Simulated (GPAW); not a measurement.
# Ballistic transport through a C6 chain between two Ga chains, from relaxation to T(E), part 3 of 3

Aim: the conductance of a C6 chain between two Ga chains after relaxation, and whether geometry, basis or functional moves it most.

GPAW 26.7.0; GPAW LCAO, PAW setups; relaxation of the junction within the symmetry of its start, lead ends held (the session's first sound run).

So far, transmission at the Fermi level (one spin): step 3 (GPAW, dzp, PBE, GPAW) 1.57; step 4 (basis szp(dzp), PBE, GPAW) 1.55; step 5 (basis sz(dzp), PBE, GPAW) 1.49; step 6 (RPBE) 1.56; step 7 (the structure as built: geometry = "as built", PBE, GPAW) 1.52.

## (9) The levels side by side

The curves are compared point by point over the common energies.

This step: comparison of transmission and cost over codes, levels and geometry (GPAW 26.7.0).

Ladder, by row:

```tsv
step	code	T at the Fermi level (sum over the listed spins)	conductance (G0)	r.m.s. T(E) from the first	wall time (s)	peak memory (GiB)	threads
dzp	GPAW	1.568	1.556	0	66.22	1.24	1
szp	GPAW	1.551	1.52	0.1385	54.84	1.22	1
sz	GPAW	1.487	1.445	0.1503	37.73	1.12	1
dzp-RPBE	GPAW	1.556	1.546	0.0108	60.52	1.24	1
asbuilt	GPAW	1.516	1.493	0.1339	61.14	1.24	1
```

The transmission, zone mean, sum over the listed spins by energy, zero at the Fermi level:

```tsv
energy (eV)	dzp	szp	sz	dzp-RPBE	asbuilt
-2.000	1.8e-5	3.4e-6	1.7e-6	2.0e-5	1.5e-5
-1.800	1.7e-5	3.4e-6	1.7e-6	1.9e-5	1.5e-5
-1.600	1.7e-5	5.2e-8	2.9e-10	1.9e-5	1.5e-5
-1.400	1.2e-5	5.2e-7	7.7e-7	1.9e-5	7.8e-6
-1.200	1.6e-5	2.7e-6	1.6e-6	1.9e-5	1.2e-5
-1.000	1.6e-5	3.4e-6	2.0e-6	2.0e-5	1.3e-5
-0.800	1.7e-5	4.0e-6	2.3e-6	2.0e-5	1.3e-5
-0.600	1.7e-5	4.5e-6	2.7e-6	2.0e-5	1.3e-5
-0.400	1.8e-5	5.0e-6	3.1e-6	2.1e-5	1.3e-5
-0.200	0.900	0.519	0.586	0.948	0.603
0.000	1.57	1.55	1.49	1.56	1.52
0.200	1.55	1.60	1.53	1.54	1.66
0.400	1.51	1.65	1.59	1.49	1.78
0.600	1.60	1.82	1.80	1.58	1.91
0.800	1.78	1.96	1.96	1.77	1.98
0.925	1.89	2.00	2.00	1.88	1.99
0.950	1.91	2.00	2.00	1.90	2.00
1.000	1.94	1.99	1.99	1.93	2.00
1.200	2.00	1.90	1.89	2.00	1.99
1.225	2.00	1.88	1.87	2.00	1.99
1.400	1.97	1.77	1.74	1.97	1.98
1.600	1.89	1.66	1.64	1.89	1.97
1.800	1.81	1.60	1.60	1.80	1.97
2.000	1.75	1.57	1.59	1.75	1.98
```

## (10) Basis sz(dzp), functional revPBE

A smaller basis is cheaper in every inversion. The functional moves levels against the Fermi level.

This step: GPAW LCAO, PAW setups; Landauer transmission from Green's functions with principal layers (ASE), zero bias (GPAW 26.7.0).

The input, run.py:

```python
import json
import numpy as np
from ase import Atoms
from ase.transport.calculators import TransportCalculator
from gpaw import GPAW, FermiDirac
from gpaw.lcao.tools import get_lcao_hamiltonian
from scipy.linalg import eigh

# The junction with lead layers at both ends, along the third cell vector
device = Atoms(
    ['Ga', 'Ga', 'Ga', 'Ga', 'Ga', 'Ga', 'C', 'C', 'C', 'C', 'C', 'C', 'Ga', 'Ga', 'Ga', 'Ga', 'Ga', 'Ga'],
    positions=[
        [4.50000, 4.50000, 1.27500],
        [4.50000, 4.50000, 3.82500],
        [4.50000, 4.50000, 6.37500],
        [4.50000, 4.50000, 8.92500],
        [4.50000, 4.50000, 11.47500],
        [4.50000, 4.50000, 13.92079],
        [4.50000, 4.50000, 15.82905],
        [4.50000, 4.50000, 17.09266],
        [4.50000, 4.50000, 18.42882],
        [4.50000, 4.50000, 19.68798],
        [4.50000, 4.50000, 21.02414],
        [4.50000, 4.50000, 22.28775],
        [4.50000, 4.50000, 24.19601],
        [4.50000, 4.50000, 26.64180],
        [4.50000, 4.50000, 29.19180],
        [4.50000, 4.50000, 31.74180],
        [4.50000, 4.50000, 34.29180],
        [4.50000, 4.50000, 36.84180]],
    cell=[[9.0, 0.0, 0.0], [0.0, 9.0, 0.0], [0.0, 0.0, 38.1168]],
    pbc=True)

# One principal layer of the lead: the first 3 atoms of the device
lead = Atoms(
    ['Ga', 'Ga', 'Ga'],
    positions=[
        [4.50000, 4.50000, 1.27500],
        [4.50000, 4.50000, 3.82500],
        [4.50000, 4.50000, 6.37500]],
    cell=[[9.0, 0.0, 0.0], [0.0, 9.0, 0.0], [0.0, 0.0, 7.65]],
    pbc=True)

settings = dict(mode='lcao', basis='sz(dzp)', xc='revPBE', h=0.2,
                occupations=FermiDirac(0.1), maxiter=250,
                mixer=dict(beta=0.1, nmaxold=8, weight=100.0),
                convergence=dict(density=0.0001))
energies = np.arange(-2, 2 + 1e-9, 0.025)
eta = 0.0001
n1, n2 = 1, 1
# k and -k transmit alike, so half of the mesh across the current serves
mesh = [(i, j) for i in range(n1) for j in range(n2) if (i, j) <= (-i % n1, -j % n2)]
weights = np.array([1 if (i, j) == (-i % n1, -j % n2) else 2 for i, j in mesh]) / (n1 * n2)


def ground_state(atoms, size, txt):
    atoms.calc = GPAW(kpts={'size': size, 'gamma': True}, symmetry={'tolerance': 1e-3}, txt=txt, **settings)
    atoms.get_potential_energy()
    return atoms.calc.get_fermi_level()


def blocks(atoms, fermi, points, nz, cells):
    """H - E_F S and S between cell 0 and the cells above it, at each point across the current."""
    kz = np.arange(nz) / nz
    calc = atoms.calc.fixed_density(kpts=[(*k, z) for k in points for z in kz], symmetry='off', txt=None)
    H, S = get_lcao_hamiltonian(calc)
    H = (H - fermi * S).reshape(len(H), len(points), nz, *S.shape[1:])
    S = S.reshape(H.shape[1:])
    phases = [np.exp(-2j * np.pi * kz * R) / nz for R in cells]
    return [(np.einsum('skzij,z->ksij', H, p), np.einsum('kzij,z->kij', S, p)) for p in phases]


def pair(a, b):
    return np.block([[a, b], [b.T.conj(), a]])


def count_channels(h, s, cells, nk=240):
    """Half the number of times that the lead's bands cross each energy, unfolded to its shortest repeat."""
    b = len(h) // cells
    bands = []
    for k in (np.arange(nk + 1) + 0.5) / nk:
        hk, sk = h[:b, :b].copy(), s[:b, :b].copy()
        for R in range(1, cells):
            phase, block = np.exp(2j * np.pi * k * R), slice(R * b, (R + 1) * b)
            hk += h[:b, block] * phase + (h[:b, block] * phase).T.conj()
            sk += s[:b, block] * phase + (s[:b, block] * phase).T.conj()
        w, u = eigh(sk)
        x = u[:, w > 1e-5] / w[w > 1e-5]**0.5  # drop near-dependent combinations
        bands.append(np.r_[eigh(x.T.conj() @ hk @ x, eigvals_only=True), [1e9] * (w <= 1e-5).sum()])
    below = np.array(bands)[:, :, None] < energies
    return (below[1:] != below[:-1]).sum((0, 1)) / 2


fermi_lead = ground_state(lead, (1, 1, 15), 'lead.txt')
fermi_device = ground_state(device, (1, 1, 2), 'device.txt')
T, channels, eigen, tail, misfit, shifts = [], [], [], 0.0, 0.0, []
for first in range(0, len(mesh), 342):
    points = [(i / n1, j / n2) for i, j in mesh[first:first + 342]]
    (H0k, S0k), (H1k, S1k), (H2k, _) = blocks(lead, fermi_lead, points, 5, range(3))
    [(Hk, Sk)] = blocks(device, fermi_device, points, 2, [0])
    tail = max(tail, abs(H2k).max())
    for H0, S0, H1, S1, H, S in zip(H0k, S0k, H1k, S1k, Hk, Sk):
        n = len(S0)
        # Shift the lead onto the potential of the device's first layer
        shift = ((H[:, 0, 0] - H0[:, 0, 0]) / S0[0, 0]).real.mean()
        shifts.append(shift)
        misfit = max(misfit, abs(H[:, :n, :n] - H0 - shift * S0).max())
        Tk, Ck, Ek = [], [], []
        for s in range(len(H)):
            t = s % len(H0)  # a lead without moments serves both spins
            h1, s1 = pair(H0[t] + shift * S0, H1[t] + shift * S1), pair(S0, S1)
            leads = dict(h1=h1, s1=s1, energies=energies, eta=eta, eta1=eta, eta2=eta)
            calc = TransportCalculator(h=H[s], s=S, eigenchannels=3, **leads)
            Tk.append(calc.get_transmission())
            Ek.append(np.sort(calc.eigenchannels_ne, axis=0)[::-1])
            Ck.append(count_channels(h1, s1, 6))
        T.append(Tk)
        channels.append(Ck)
        eigen.append(Ek)
T, channels = np.array(T), np.array(channels)
mean, open_channels = np.einsum('kse,k->se', T, weights), np.einsum('kse,k->se', channels, weights)

print(f'basis functions: device {len(S)}, principal layer {n}')
print(f'Fermi level: lead {fermi_lead:.4f} eV, device {fermi_device:.4f} eV; lead shifted by {np.mean(shifts):.4f} eV')
print(f'largest coupling past the next layer {tail:.2e} eV, largest misfit of the first layer {misfit:.3f} eV')
print('  E-E_F (eV)   ' + 'T (one spin)  channels')
for e, t, c in zip(energies, mean.T, open_channels.T):
    print(f'{e:10.3f}  ', *[f'{x:11.4e}' for x in t], *[f'{x:9.4f}' for x in c])

kT = 8.617333e-5 * 300
fine = np.linspace(energies[0], energies[-1], 4001)
both = np.exp(np.interp(fine, energies, np.log(np.maximum(mean.sum(0) * 2 / len(mean), 1e-30))))
fermi = lambda mu: 1 / (1 + np.exp(np.clip((fine - mu) / kT, -200, 200)))
slope = fermi(0) * (1 - fermi(0)) / kT
G = np.trapezoid(both * slope, fine) / 2
seebeck = -np.trapezoid(both * slope * fine, fine) / (2 * G * 300) * 1e6
print(f'conductance at 300 K: {G:.5g} G0 a cell; thermopower {seebeck:.4g} uV/K')
bias = [0.1, 0.2, 0.5, 1.0, 1.5, 2.0]
current = [38.74 * np.trapezoid(both * (fermi(V / 2) - fermi(-V / 2)), fine) for V in bias]
for V, I in zip(bias, current):
    print(f'current from the zero-bias T(E) at {V} V: {I:.5g} uA')
zero = abs(energies).argmin()
json.dump(dict(energies=energies.tolist(), T=mean.tolist(), channels=open_channels.tolist(), G=G, seebeck=seebeck,
               bias=bias, current=current, tail=tail, misfit=misfit, shift=np.mean(shifts), n_device=len(S), n_lead=n,
               fermi=[fermi_lead, fermi_device], energy=device.get_potential_energy(),
               moments=device.get_magnetic_moments().tolist(), mesh=mesh, weights=weights.tolist(),
               T_k=T[:, :, zero].tolist(), eigen=np.array(eigen[0]).tolist()), open('result.json', 'w'))
```

Started as:

```
OMP_NUM_THREADS=1 OPENBLAS_NUM_THREADS=1 python run.py
```

The log of the run:

```text
basis functions: device 72, principal layer 12
Fermi level: lead -3.1507 eV, device -3.6089 eV; lead shifted by 0.0170 eV
largest coupling past the next layer 5.77e-05 eV, largest misfit of the first layer 0.017 eV
  E-E_F (eV)   T (one spin)  channels
    -2.000    2.2111e-06    1.0000
    -1.975    2.2398e-06    1.0000
    -1.950    2.2695e-06    1.0000
    -1.925    2.2998e-06    1.0000
    -1.900    2.3305e-06    1.0000
    -1.875    2.3606e-06    1.0000
    -1.850    2.3888e-06    1.0000
    -1.825    2.4119e-06    1.0000
    -1.800    2.4243e-06    1.0000
    -1.775    2.4142e-06    1.0000
    -1.750    2.3553e-06    1.0000
    -1.725    2.1829e-06    1.0000
    -1.700    1.7105e-06    1.0000
    -1.675    2.4975e-07    0.0000
    -1.650    2.9797e-10    0.0000
    -1.625    1.9985e-08    0.0000
[...]
1.825    1.5872e+00    3.0000
     1.850    1.5849e+00    3.0000
     1.875    1.5831e+00    3.0000
     1.900    1.5819e+00    3.0000
     1.925    1.5811e+00    3.0000
     1.950    1.5809e+00    3.0000
     1.975    1.5811e+00    3.0000
     2.000    1.5817e+00    3.0000
conductance at 300 K: 1.4438 G0 a cell; thermopower -11.31 uV/K
current from the zero-bias T(E) at 0.1 V: 11.086 uA
current from the zero-bias T(E) at 0.2 V: 21.6 uA
current from the zero-bias T(E) at 0.5 V: 45.993 uA
current from the zero-bias T(E) at 1.0 V: 76.755 uA
current from the zero-bias T(E) at 1.5 V: 111.71 uA
current from the zero-bias T(E) at 2.0 V: 149.93 uA
```

Run time: 37 s. Hardware: 1 thread of Arm Neoverse V1, shared host; peak memory 1.1 GiB.

Numbers from this step:

```
conductance                                    : 1.444 G₀
largest coupling past the next principal layer : 5.77e-5 eV
largest misfit of the first principal layer    : 0.01687 eV
shift that aligns the lead                     : 0.01696 eV
basis functions of the junction                : 72
basis functions of a principal layer           : 12
transmission at the Fermi level (one spin)     : 1.482
```

One spin. The transmission, zone mean by energy, zero at the Fermi level:

```tsv
energy (eV)	transmission, zone mean
-2.000	2.2e-6
-1.800	2.4e-6
-1.600	1.4e-8
-1.400	1.2e-6
-1.200	2.1e-6
-1.000	2.6e-6
-0.800	3.0e-6
-0.600	3.4e-6
-0.400	3.9e-6
-0.200	0.531
0.000	1.48
0.200	1.52
0.400	1.58
0.600	1.78
0.800	1.96
0.950	2.00
1.000	1.99
1.200	1.89
1.400	1.74
1.600	1.64
1.800	1.59
2.000	1.58
```

Crossings of the lead's bands, unfolded to its shortest repeat. Table of open channels, zone mean by energy, zero at the Fermi level:

```tsv
energy (eV)	open channels, zone mean
-2.000	1
-1.800	1
-1.600	0
-1.400	1
-1.200	1
-1.000	1
-0.800	1
-0.600	1
-0.400	1
-0.200	3
0.000	3
0.200	3
0.400	3
0.600	3
0.800	3
1.000	3
1.200	3
1.400	3
1.600	3
1.800	3
2.000	3
```

Not self-consistent under bias; the bias window is split evenly. Current through one cell, from the zero-bias transmission against bias:

```tsv
bias (V)	current through one cell, from the zero-bias transmission (μA)
0.100	11.1
0.200	21.6
0.500	46.0
1.000	76.8
1.500	112
2.000	150
```

Transmission of the three most open eigenchannels against energy, zero at the Fermi level:

```tsv
energy (eV)	channel 1	channel 2	channel 3
-0.300	4.2e-6	2.2e-11	2.2e-11
-0.200	0.265	0.265	4.4e-6
-0.100	0.544	0.544	4.7e-6
0.000	0.741	0.741	5.1e-6
0.100	0.774	0.774	5.4e-6
0.200	0.761	0.761	5.8e-6
0.300	0.762	0.762	6.2e-6
0.400	0.790	0.790	6.6e-6
0.500	0.838	0.838	7.1e-6
0.600	0.892	0.892	7.6e-6
0.700	0.941	0.941	8.2e-6
0.800	0.978	0.978	8.8e-6
0.900	0.997	0.997	9.4e-6
1.000	0.995	0.995	1.0e-5
1.100	0.975	0.975	1.1e-5
1.200	0.943	0.943	1.2e-5
1.300	0.906	0.906	1.3e-5
1.400	0.871	0.871	1.4e-5
1.500	0.842	0.842	1.5e-5
1.600	0.819	0.819	1.6e-5
1.700	0.804	0.804	1.8e-5
1.800	0.795	0.795	1.9e-5
1.900	0.791	0.791	2.1e-5
2.000	0.791	0.791	2.3e-5
```

The conductance, 1.44 G₀, lies 7.2 % below that of the dzp run.

## (11) Summary of results

```yaml
conductance: 1.56 G₀
transmission_at_the_fermi_level_mean_of_the_spins: 1.57
thermopower: -3.08 μV/K
open_channels_of_the_lead_there: 3
```

In the dzp basis the junction conducts 1.56 G₀ at 300 K, with T = 1.57 a spin at the Fermi level; the sz basis reaches that conductance within 10 %. Relaxation moved atoms by up to 0.10 Å and took the conductance from 1.49 to 1.56 G₀, as a ratio a smaller change than the step from dzp to the minimal basis. The scatterer reflects about 48 % of the incoming channels at the Fermi level. At the Fermi level two eigenchannels carry the current (0.78 and 0.78). Measured against the first run (dzp), the nearest curve is that of dzp-RPBE (r.m.s. 0.011) and the farthest that of sz (0.15). Over the compared runs wall time goes from 38 s (sz) to 66 s (dzp), on a shared host. The leads kept an estimated spacing and the cell its length, so the junction may be under some tension or compression. The geometry comes from the orbital basis, which tends to overbind, and kept the symmetry of the start, so a structure of lower symmetry may lie lower. An evenly spaced straight chain is an idealisation: free chains tend to dimerise, zigzag or, where a band edge lies near the Fermi level, turn magnetic. The currents use the zero-bias T(E) throughout, which holds only while the bias is small against the distance to the nearest feature.

[Logs are printed without paths, hosts, clocks, repeated set-up lines and the standing remarks that a program may print on its own settings, such as how far it seeks lower states.]

[Hosts, paths, dates, database ids (printed as entryN), source tags and the programs' standing remarks are cut or masked in the printed files.]
